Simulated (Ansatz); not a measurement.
## From PBE to G0W0: AgCl (Fm-3m)

How far does one-shot GW move the PBE gap of AgCl (Fm-3m)?

Program: Ansatz 0.2.0. Level of theory: PBE, then G0W0 on it, plane waves, PAW. Results are calculated unless marked as measured.

In doubt: one-shot GW on d or f shells is unsure (step 3), so the values of those runs are not to be relied on.

## 1. Starting point

The structure is cubic, space group Fm-3m (No. 225). The conventional cell has a = 5.545 Å, b = 5.545 Å, c = 5.545 Å, α = 90.00°, β = 90.00°, γ = 90.00°. Nearest to Ag lie 6 Cl at 2.77 Å. Nearest to Cl lie 6 Ag at 2.77 Å. Farther neighbours and most contacts between anions are not listed.

As a file:

```cif
data_structure
_symmetry_space_group_name_H-M 'Fm-3m'
_symmetry_Int_Tables_number 225
_cell_length_a 5.5453
_cell_length_b 5.5453
_cell_length_c 5.5453
_cell_angle_alpha 90.000
_cell_angle_beta 90.000
_cell_angle_gamma 90.000
_cell_volume 170.52
loop_
_atom_site_label
_atom_site_type_symbol
_atom_site_symmetry_multiplicity
_atom_site_Wyckoff_symbol
_atom_site_fract_x
_atom_site_fract_y
_atom_site_fract_z
_atom_site_occupancy
Ag1 Ag 4 a 0.00000 0.00000 0.00000 1
Cl1 Cl 4 b 0.50000 0.00000 0.00000 1
```

The cell and positions are those that the Materials Project relaxed with its own functionals (PBE, PBE+U or r2SCAN), kept fixed. The default PAW set here is soft_2. Its files were made with PBE.

## 2. Bands along the symmetry lines

Levels along a band path and on the mesh show where this functional puts the band edges.

This step: DFT, PBE, plane waves, PAW.

input.yaml

```yaml
crystal:
  lattice:
    - [0.0, 2.7726629968, 2.7726629968]
    - [2.7726629968, 0.0, 2.7726629968]
    - [2.7726629968, 2.7726629968, 0.0]
  atoms:
    - { symbol: Ag, position: [0.0, 0.0, 0.0] }
    - { symbol: Cl, position: [0.5, 0.5, 0.5] }
kpoints:
  mp_grid: { grid: [8, 8, 8] }
  band_path:
    path:
      - [[0.0, 0.0, 0.0], [0.5, 0.0, 0.5], [0.625, 0.25, 0.625]]
      - [[0.375, 0.375, 0.75], [0.0, 0.0, 0.0], [0.5, 0.5, 0.5], [0.5, 0.25, 0.75], [0.5, 0.0, 0.5]]
    npoints: 10
hamiltonian:
  xc: pbe
scf:
  occupations: { method: fermi_dirac, width: 0.02 }
  n_extra_bands: 4
output:
  eigenvalues: true
  write_density: true
  write_potential: true
  elf: true
  volumetric_format: npy
```

Launch:

```console
ansatz run input.yaml --threads 3 --pin off --max-ram 92160MiB --backend cuda --events-out ev --progress --plain --runs-dir out --devices 1 --max-vram 13GiB
```

Numbers of over 12 decimals in the logs are rounded to 6 here.

Output:

```text
scf.n_extra_bands = 4 over 13 filled bands (N_el = 26.0): the run solves 17 bands
GPUs: using 1 of 1 available (devices: 1).
Engine: ansatz 0.2.0, x86_64-unknown-linux-gnu
Pseudopotentials: kind: paw
Pseudopotential: Ag, paw, valence charge 19, recommended cutoff 420 eV (normal), Ag.paw.azcp
Pseudopotential: Cl, paw, valence charge 7, recommended cutoff 420 eV (normal), Cl.paw.azcp
Functional definition: PBE
  parameter kappa = 0.804
  parameter beta = 0.066725
  exchange = pbe_x(kappa = kappa, mu = beta*pi^2/3)
  correlation = pbe_c(beta = beta)
device memory: the entry about to start is reckoned to put 0.8 GiB on a device that reports 52.9 GiB free (of which the cap on the GPU budget leaves the run 13.0 GiB)
GPU FFT provider: cuFFT
GPU libraries: cuBLAS 13.8.2, cuFFT 12.4.0, cuSOLVER 12.3.4
Crystal: 2 atoms, lattice volume = 42.631 Å³
Basis set: ecut = 420 eV, 869 PW (Γ)
Bands: 17, of which v1, the nominal top of the filled ones, is band 13 counted from 1 (12 counted from 0)
Symmetry: 48 space group operations
Space group: Fm-3m (ITA 225), of the structure as read, at distance tolerance 3.5e-5 Å
k-points: 29 of 512
Non-local potential: Ag, projectors of the file, l = 0: 3, l = 1: 2, l = 2: 2, l = 3: 1
Non-local potential: Cl, projectors of the file, l = 0: 2, l = 1: 2, l = 2: 2
PAW form: soft (Blöchl's): semilocal exchange-correlation on the pseudo side does not see the compensation charge
PAW one-centre angular grid: Ag, 590 points (default); XC on 64 Gauss nodes
PAW one-centre angular grid: Cl, 110 points (default); XC on 64 Gauss nodes
Initial density: superposition of atomic densities (neutral atoms: chi_scale 0, normalization atom), corrected by the library's trained network
Initial wavefunctions: pseudopotential atomic-orbital guess
GPU buffer pool allocated for 19683 grid points (all kernels)
GPU transforms: local potential and band sums: pruned to the plane-wave sphere, on 25×27×27
Functional: x = pbe(κ = 0.804, μ = 0.219515), c = pbe(β = 0.066725)
SCF iter   1: F=—  HF=-8670.890055 eV  |F-HF|=—  |Δ(HF+E_count)|=         —  Δρ=5.68e-4  dr2=8.33e-5  ethr=1.77e-3  ⟨swp⟩=5.2  Hψ=2402  notcnv=0
preconditioner: auto → none  [insulator: Δε(μ)=0.906 eV  Ē_g=10.937 eV  σ=0.020 eV  W_gap=1.00  n_scr=14 (ndim 8)  ℏωp=24.1 eV  f_vac=0.036  D(μ)=0.00/eV (n_scr^D=0)  ε∞_Penn≈5.9]
SCF iter   2: F=—  HF=-8670.890932 eV  |F-HF|=—  |Δ(HF+E_count)|=   8.77e-4  Δρ=2.25e-4  dr2=1.32e-5  ethr=3.20e-7  ⟨swp⟩=3.0  Hψ=1272  notcnv=0
SCF iter   3: F=—  HF=-8670.890943 eV  |F-HF|=—  |Δ(HF+E_count)|=   1.09e-5  Δρ=1.22e-4  dr2=2.46e-6  ethr=5.07e-8  ⟨swp⟩=2.0  Hψ=744  notcnv=0
SCF iter   4: F=—  HF=-8670.890949 eV  |F-HF|=—  |Δ(HF+E_count)|=   5.80e-6  Δρ=4.92e-5  dr2=4.30e-7  ethr=9.47e-9  ⟨swp⟩=2.1  Hψ=720  notcnv=0
iter 5 did not close the SCF: its close was put off for the readings that it lacked (scf_convergence_deferred on its scf_iter line)
SCF iter   5: F=-8670.890950 eV  HF=-8670.890950 eV  |F-HF|=6.48e-8  |Δ(HF+E_count)|=   1.30e-6  Δρ=1.02e-5  dr2=1.94e-8  ethr=1.66e-9  ⟨swp⟩=2.0  Hψ=754  notcnv=0
SCF iter   6: F=-8670.890950 eV  HF=-8670.890950 eV  |F-HF|=1.30e-9  |Δ(HF+E_count)|=   7.34e-8  Δρ=5.09e-6  dr2=8.14e-9  ethr=7.46e-11  ⟨swp⟩=1.0  Hψ=1353  notcnv=0
SCF 1 converged in 6 iterations: F = -8670.890950 eV  dr2 = 8.14e-9
  greatest PAW one-centre occupation: 1.000 electrons in one spin orbital (limit 2), on the Ag atom at site 0 (counted from 0), in its partial waves of l = 0
device memory: the entry about to start is reckoned to put 0.9 GiB on a device that reports 47.6 GiB free (of which the cap on the GPU budget leaves the run 13.0 GiB)
NSCF: frozen V_eff on 62 k-points, pencils in batches of 32, up to order 76
SCF converged after 6 iterations
Free energy (F): -8670.890950 eV
Harris-Foulkes:  -8670.890950 eV  (|F-HF|=1.30e-9)
Internal energy: -8670.890950 eV  (E = F + TS)
E sigma→0 (E₀):  -8670.890950 eV
Fermi energy:    8.592600 eV
--- Per-component energies (eV) ---
  E_band       = -358.272522
  E_kinetic    = 689.405430
  E_local      = -3209.789775  (includes V_loc(G=0)·N_el)
  E_nonlocal   = 112.624189
  E_hartree    = 1408.798505
  E_xc         = -290.094675
  E_vxc        = -354.327861  (∫ρ·V_xc dr)
  E_paw        = -4564.834790  (= ΣΔE_a)
  E_vpaw       = -413.775760  (= ΣTr[D̂ρ^β])
  E_aug_tail   = 0.000409  (compensation charges beyond the density's cutoff)
  E_ewald      = -2817.000242
  E_smearing   = -0.000000  (= −TS)
  E_closure    = 0.000000  (closes the sum)
  Σ components = -8670.890950   (vs F -8670.890950, Δ=0.00e0)
--- Band table (eV; the first three rows and the last of 29) ---
  k-point 0: bands = [... 9 lower, 5.7091, 5.7917, 5.7917, 5.7917, 9.0234, 18.8086, 18.8086, 18.8086]
  k-point 1: bands = [... 9 lower, 5.7228, 5.9563, 6.5499, 6.5499, 9.7353, 17.5209, 18.5099, 18.5099]
  k-point 2: bands = [... 9 lower, 5.8485, 6.1069, 7.3108, 7.3108, 11.0516, 15.8953, 17.2327, 17.2327]
  k-point 28: bands = [... 9 lower, 6.1212, 6.1529, 6.1546, 6.9330, 12.3054, 15.9766, 15.9766, 16.0973]
```

It took 10 s on 1 × NVIDIA H100 80GB HBM3 (shared by 6 runs) with 3 threads of AMD EPYC 7R13 (Zen 3), shared host; peak memory 0.91 GiB; 4.3 s of CPU time.

Reading the cycles: dr2 is the Hartree energy of the density residual (eV), the measure of convergence; HF is the Harris–Foulkes estimate of the energy, which meets the free energy F at convergence.

This step gave:

```
filled bands         : 13
gap                  : 0.9114 eV
valence top at       : L
conduction bottom at : Γ
least direct gap     : 3.007 eV
```

Over mesh and path the gap is 0.911 eV, from k = (0.500, 0.500, 0.500) to k = Γ. The least direct gap found is 3.007 eV, at k = (0.037, 0.037, 0.075).

The electronic bands at the labelled points (eV, zero at the top of the highest nominally filled band):

```
    point  band 10  band 11  band 12  band 13  band 14  band 15  band 16  band 17
        Γ    -2.40    -2.32    -2.32    -2.32     0.91    10.70    10.70    10.70
  halfway    -2.31    -1.76    -1.76    -1.33     3.43     7.38     8.72    10.11
        X    -2.21    -1.96    -1.96    -1.87     2.38     7.96     8.64    11.52
  halfway    -1.97    -1.93    -1.77    -1.77     2.73     7.82     8.48    10.90
        U    -2.02    -1.84    -1.65    -1.05     3.61     7.24     8.12     9.76
jump to K    -2.02    -1.84    -1.65    -1.05     3.61     7.24     8.12     9.76
  halfway    -2.15    -1.71    -1.71    -0.24     3.77     7.31     8.05     8.75
        Γ    -2.40    -2.32    -2.32    -2.32     0.91    10.70    10.70    10.70
  halfway    -2.26    -2.01    -0.80    -0.80     2.94     7.78     9.12     9.12
        L    -2.08    -1.76     0.00     0.00     4.23     6.54     7.61     7.61
  halfway    -2.07    -1.83    -0.99    -0.48     4.96     5.67     8.07     8.47
        W    -1.99    -1.96    -1.96    -1.18     4.19     7.86     7.86     7.99
  halfway    -1.98    -1.96    -1.94    -1.47     3.09     7.81     8.34     9.74
        X    -2.21    -1.96    -1.96    -1.87     2.38     7.96     8.64    11.52
```

Electrostatic potential energy in the ac plane of the conventional cell at fractional y = 0.000, with atoms of Ag and Cl within 0.2 Å of it. With pseudopotentials it is smooth inside the atoms' cores, unlike the true potential.

Values in eV, 15 rows by 15 columns, each cell a mean:
```
-31 -23  -6   8   9  -4 -32 -42 -39 -17   6  10   2 -17 -29
-19 -11   2  10  11   6 -10 -23 -18   0  10  11   7  -5 -17
  0   4   9  12  12  11   8   4   6  10  12  12  11   7   2
  9  10  12  12  12  12  10  10  10  11  12  12  12  11  10
  5   8  11  12  12   9   5   1   3   8  11  12  12  10   6
-21  -8   7  11  10   2 -11 -18 -15  -4   8  11  10   0 -17
-41 -30  -2  10   8  -7 -23 -30 -28 -15   3  10   6 -18 -39
-43 -35  -5   9   7 -10 -26 -33 -30 -18   1  10   4 -23 -42
-36 -22   2  10   9  -3 -19 -26 -23 -11   5  10   8 -10 -32
 -7   2  10  12  11   6  -3 -10  -7   2   9  12  11   6  -4
  9  10  12  12  12  11   9   7   8  10  12  12  12  11   9
  7   9  11  12  12  12  10   9  10  11  12  12  12  10   8
 -8  -2   7  11  12  10   2  -5  -2   7  11  12   9   2  -6
-25 -18  -2   9  10   2 -22 -35 -30  -8   8  10   4 -11 -23
-33 -25  -8   7   9  -7 -36 -43 -41 -21   5   9   0 -19 -31
```
Columns run along a (5.5 Å; values clipped at the 3rd and 97th percentile), rows up along c (5.5 Å), edges of the conventional cell, whose origin can differ from the input's. Atoms in or near the plane, at fractional coordinates: Ag at (0.00, 0.00), Ag at (0.50, 0.50), Cl at (0.50, 0.00), Cl at (0.00, 0.50).

ELF in the ac plane of the conventional cell at fractional y = 0.000, with atoms of Ag and Cl within 0.2 Å of it. It is the smooth field of the valence electrons, not physical close to the nuclei.

Ten even steps from '_' (0.04) to '@' (0.85), each cell a mean:
```
%%**--..==@@@@**%%@@##..::++##
++==::__--%%@@@@@@@@**....--++
::..____..++##%%##**::____..::
....______....::....______....
####==..____..::::..____::**##
@@@@%%--__::==++++--....**@@@@
**@@@@==..--**%%##++::..##@@%%
==%%@@==..==##@@%%++::::%%@@**
%%@@@@--..--++##**==....##@@@@
@@@@##::__..--==--::__..++%%@@
++==::______......______..--==
..________::--====--..______..
==--..__::##@@@@@@%%==____::--
##++--__==@@@@%%@@@@##....==**
@@##==..++@@%%==**@@##..::++%%
```
Columns run along a (5.5 Å), rows up along c (5.5 Å), edges of the conventional cell, whose origin can differ from the input's. Atoms in or near the plane, at fractional coordinates: Ag at (0.00, 0.00), Ag at (0.50, 0.50), Cl at (0.50, 0.00), Cl at (0.00, 0.50).

## 3. One-shot GW

G0W0 replaces the xc potential by a self-energy built once from the orbitals of the start. Levels are corrected in the window of bands that the input names, at points of the mesh.

This step: G0W0 on PBE, plane waves, PAW.

input.yaml, the sections that differ from step 2:

```yaml
kpoints:
  mp_grid: { grid: [6, 6, 6] }
scf:
  occupations: { method: fixed }
gw:
  n_empty_bands: 273
  ecut_chi: 200.0
  qp_bands: [v2, c2]
  qp_kpoints: band_edges
  screening: { model: contour_deformation }
# crystal, hamiltonian: as in step 2
# output: removed
```

Output:

```text
GPUs: using 1 of 1 available (devices: 1).
[...]
GPU FFT provider: cuFFT
GPU libraries: cuBLAS 13.8.2, cuFFT 12.4.0, cuSOLVER 12.3.4
Crystal: 2 atoms, lattice volume = 42.631 Å³
Basis set: ecut = 420 eV, 869 PW (Γ)
Bands: 17, of which v1, the nominal top of the filled ones, is band 13 counted from 1 (12 counted from 0)
Symmetry: 48 space group operations
[...]
k-points: 16 of 216
[...]
GPU buffer pool allocated for 19683 grid points (all kernels)
[...]
SCF iter   1: F=—  HF=-8670.889781 eV  |F-HF|=—  |Δ(HF+E_count)|=         —  Δρ=5.66e-4  dr2=8.36e-5  ethr=1.77e-3  ⟨swp⟩=4.0  Hψ=1136  notcnv=0  defer=27
[...]
SCF iter   6: F=-8670.890463 eV  HF=-8670.890463 eV  |F-HF|=9.72e-9  |Δ(HF+E_count)|=   7.46e-8  Δρ=6.54e-6  dr2=1.56e-8  ethr=5.24e-11  ⟨swp⟩=4.3  Hψ=1119  notcnv=0
SCF 1 converged in 6 iterations: F = -8670.890463 eV  dr2 = 1.56e-8
[...]
NSCF: frozen V_eff on 16 k-points, pencils in batches of 32, up to order 68
the band table was solved once the SCF had ended and its energy, with any forces and stress, was formed, with the checks that follow a solve (1323 applications of the Hamiltonian). They found nothing against the state; the energy, forces and stress were not computed again (output.eigenvalues in the input reference)
[...]
NSCF: frozen V_eff on 16 k-points
G₀W₀ screening: q 1/16
[... further progress lines ...]
[...]
SCF converged after 6 iterations
Free energy (F): -8670.890463 eV
[...]
Internal energy: -8670.890463 eV  (E = F + TS)
E sigma→0 (E₀):  -8670.890463 eV
Fermi energy:    8.112652 eV
[...]
--- Band table (eV; the first three rows and the last of 16) ---
  k-point 0: bands = [... 9 lower, 5.7095, 5.7925, 5.7925, 5.7925, 9.0237, 18.8090, 18.8090, 18.8090]
  k-point 1: bands = [... 9 lower, 5.7595, 6.0033, 6.8147, 6.8147, 10.1610, 16.9456, 18.1410, 18.1410]
  k-point 2: bands = [... 9 lower, 5.9409, 6.2201, 7.7276, 7.7276, 11.8054, 15.1228, 16.4373, 16.4373]
  k-point 15: bands = [... 9 lower, 6.1474, 6.1550, 6.1789, 6.8048, 11.6791, 15.8847, 16.2725, 17.0214]
--- G₀W₀: contour deformation, 8 samples at zero and on the imaginary axis and 4 off it, 216 q-points, 273 empty bands' worth ---
  eigenvalues of the whole cell's RPA ε∞ on this k-mesh (on a slab, of 1 + 4πα/V) = 4.9497, 4.9497, 4.9497; static W/v taken at q = 0 is 0.202031
  bands read: the sum over 286 bands ends inside a degenerate multiplet in 3 slots, whose members it reads at an even weight; the widest, k=0: bands 286 to 287 (counted from 1) at 1/2 each
  gw.qp_kpoints: band_edges: 9 of 16 stored k-points solved, in 1 pass; an edge of the gap read off the rows below is read off those points alone
    valence top: of the k-points left out ik 11 came nearest to being solved in a further pass, in band 13 (counted from 1, as in the quasiparticle table): it holds the edge there only if its correction is more favourable than any solved in that band by at least 0.590 eV; those differ by 0.160 eV
    conduction bottom: of the k-points left out ik 4 came nearest to being solved in a further pass, in band 14 (counted from 1, as in the quasiparticle table): it holds the edge there only if its correction is more favourable than any solved in that band by at least 1.573 eV; those differ by 0.269 eV
    ik  band        ε_KS         Σx   Σc(E_QP)       V_xc       Z   E_QP_lin       E_QP  E_QP is
     0    12      5.7925   -20.9513     3.0454   -16.8671  0.7348     4.7283     4.7537  root
     0    13      5.7925   -20.9513     3.0454   -16.8671  0.7348     4.7283     4.7537  root
     0    14      9.0237    -8.2955    -4.0033   -12.4499  0.8111     9.1751     9.1748  root
     0    15     18.8090    -7.9503    -4.8704   -13.3447  0.7705    19.3362    19.3330  root
     1    12      6.8147   -28.3261     3.9897   -23.2552  0.7429     5.7052     5.7335  root
     1    13      6.8147   -28.3261     3.9897   -23.2552  0.7429     5.7052     5.7335  root
     1    14     10.1610    -9.3383    -3.9917   -13.5239  0.8015    10.3553    10.3550  root
     1    15     16.9456    -6.8441    -4.7472   -11.9394  0.7818    17.2954    17.2937  root
     2    12      7.7276   -29.6404     3.8194   -24.7778  0.7551     6.6636     6.6845  root
     2    13      7.7276   -29.6404     3.8194   -24.7778  0.7551     6.6636     6.6845  root
     2    14     11.8054    -8.3441    -4.2291   -12.8101  0.7976    12.0431    12.0423  root
     2    15     15.1228    -7.6790    -5.0629   -13.1218  0.7643    15.5049    15.5026  root
     3    12      8.1127   -30.3424     3.7765   -25.5425  0.7592     7.0709     7.0892  root
     3    13      8.1127   -30.3424     3.7765   -25.5425  0.7592     7.0709     7.0892  root
     3    14     12.3462    -5.7580    -4.0474    -9.9409  0.8146    12.4820    12.4817  root
     3    15     14.6545    -9.9854    -5.6777   -16.1599  0.7272    15.1553    15.1514  root
     6    12      7.5392   -30.4881     4.0580   -25.3570  0.7534     6.4422     6.4661  root
     6    13      7.6259   -30.0394     3.9498   -25.0309  0.7540     6.5447     6.5672  root
     6    14     12.8124    -8.0792    -4.5495   -12.9777  0.7896    13.1634    13.1614  root
     6    15     13.8717    -7.5020    -4.6123   -12.4529  0.7842    14.2124    14.2103  root
     7    12      7.0409   -30.3778     4.2369   -25.0449  0.7463     5.9169     5.9449  root
     7    13      8.0576   -30.3786     3.8092   -25.5400  0.7587     7.0096     7.0284  root
     7    14     12.9500    -8.5773    -4.4207   -13.2886  0.7864    13.2419    13.2407  root
     7    15     14.0283    -7.6103    -4.8800   -12.8965  0.7752    14.4375    14.4345  root
     8    12      6.3662   -29.7240     4.3914   -24.1887  0.7391     5.1898     5.2224  root
     8    13      7.7153   -29.4599     3.7867   -24.6329  0.7551     6.6543     6.6750  root
     8    14     11.4678    -9.8267    -4.2029   -14.2988  0.7909    11.7379    11.7369  root
     8    15     15.9225    -6.7312    -4.9997   -12.1169  0.7771    16.3098    16.3085  root
    10    12      6.6294   -30.8261     4.5637   -25.1370  0.7375     5.4702     5.5040  root
    10    13      6.6517   -32.8360     4.9140   -26.7750  0.7357     5.4684     5.5046  root
    10    14     11.3005    -8.1743    -4.5229   -13.1016  0.8006    11.7068    11.7048  root
    10    15     15.6118    -7.8505    -4.4914   -12.6497  0.7837    15.9210    15.9196  root
    12    12      6.1547   -35.4778     5.5332   -28.7091  0.7331     4.8759     4.9192  root
    12    13      6.2396   -35.5673     5.6268   -28.7568  0.7234     5.0100     5.0559  root
    12    14     10.4893    -7.6519    -4.4480   -12.4782  0.8084    10.8691    10.8676  root
    12    15     16.0766    -9.0092    -4.0475   -13.4017  0.7974    16.4234    16.4217  root
```

It took 30 s on 1 × NVIDIA H100 80GB HBM3 (shared by 6 runs) with 3 threads; peak memory 1.4 GiB.

Numbers from this step:

```yaml
bands_summed: 286
rpa_eps_infinity_on_this_mesh_eigenvalues: 4.950, 4.950, 4.950
plane_waves_in_the_screening_matrix: 283
q_points_in_the_mesh: 216
g0w0_gap_over_the_corrected_points: 2.086 eV
k_of_the_valence_top: 0, 0, -0.5
k_of_the_conduction_bottom: 0, 0, 0
starting_gap_on_the_mesh: 0.9111 eV
z_at_the_valence_top: 0.7592
z_at_the_conduction_bottom: 0.8111
least_direct_g0w0_gap_over_the_corrected_points: 4.421 eV
```

Over 9 of 16 irreducible mesh points the G0W0 gap is 2.086 eV, from k = (0.000, 0.000, -0.500) to k = Γ. The PBE gap of this run on the mesh is 0.911 eV. The two states that bound the G0W0 gap lie that far apart at the start, so the correction of the gap is 2.086 − 0.911 = +1.175 eV. The start of this run differs from the step before in mesh (8×8×8 and 6×6×6).

Labels follow the order of the start: v1 is the top filled band, c1 the lowest empty one; levels that stay degenerate share a row, the window can cut a multiplet, doubted levels are not marked in this list, bands outside the window were not corrected, and the list may be a part of the corrected levels. The levels before and after the correction (eV, zero at the valence-band top of each column):

```
           conduction bottom  valence top
Kohn-Sham               0.91         0.00
     G0W0               2.09         0.00
```

```
                      level  occupation  energy (eV)
Kohn-Sham           Γ v2-v1           2       -2.320
Kohn-Sham              Γ c1           0        0.911
Kohn-Sham              Γ c2           0       10.696
Kohn-Sham  (0 0 -0.5) v2-v1           2        0.000
Kohn-Sham     (0 0 -0.5) c1           0        4.234
Kohn-Sham     (0 0 -0.5) c2           0        6.542
     G0W0           Γ v2-v1           2       -2.336
     G0W0              Γ c1           0        2.086
     G0W0              Γ c2           0       12.244
     G0W0  (0 0 -0.5) v2-v1           2        0.000
     G0W0     (0 0 -0.5) c1           0        5.392
     G0W0     (0 0 -0.5) c2           0        8.062
```

The parts of the quasiparticle energy for the two states that bound the G0W0 gap, in eV on the run's own scale (QP = start + Σx + Σc − Vxc, with Σc at the quasiparticle energy):

```
             edge                       k  band  start       Σx      Σc      Vxc      Z     QP
      valence top  (0.000, 0.000, -0.500)    12  8.113  −30.342   3.776  −25.543  0.759  7.089
conduction bottom                       Γ    14  9.024   −8.296  −4.003  −12.450  0.811  9.175
```

(Continued in part 2 of 2.)

[Paths, hosts, dates, memory and timing lines, banners, echoed tables and standing remarks are left out of the program output.]

[Logs are printed without paths, hosts, clocks, repeated set-up lines and the standing remarks that a program may print on its own settings, such as how far it seeks lower states.]

[Runs of the session that timed out or met a known fault of the program may be left out.]

[Cells called generated may have been cut or substituted from an entry of the Crystallography Open Database or the Materials Project.]

[Hosts, paths, dates, database ids (printed as entryN), source tags and the programs' standing remarks are cut or masked in the printed files.]

[Where an RPA ε∞ is given, it is that of the G0W0 mesh and is not shown converged in it. Names of k-points follow the symmetry that the program found, which can be lower than the space group named. Band edges on a path are those of the sampled points; other points can move an edge, and change direct to indirect where valleys lie close.]

[Hybrid gaps are those of their k-mesh and are not shown converged in it.]
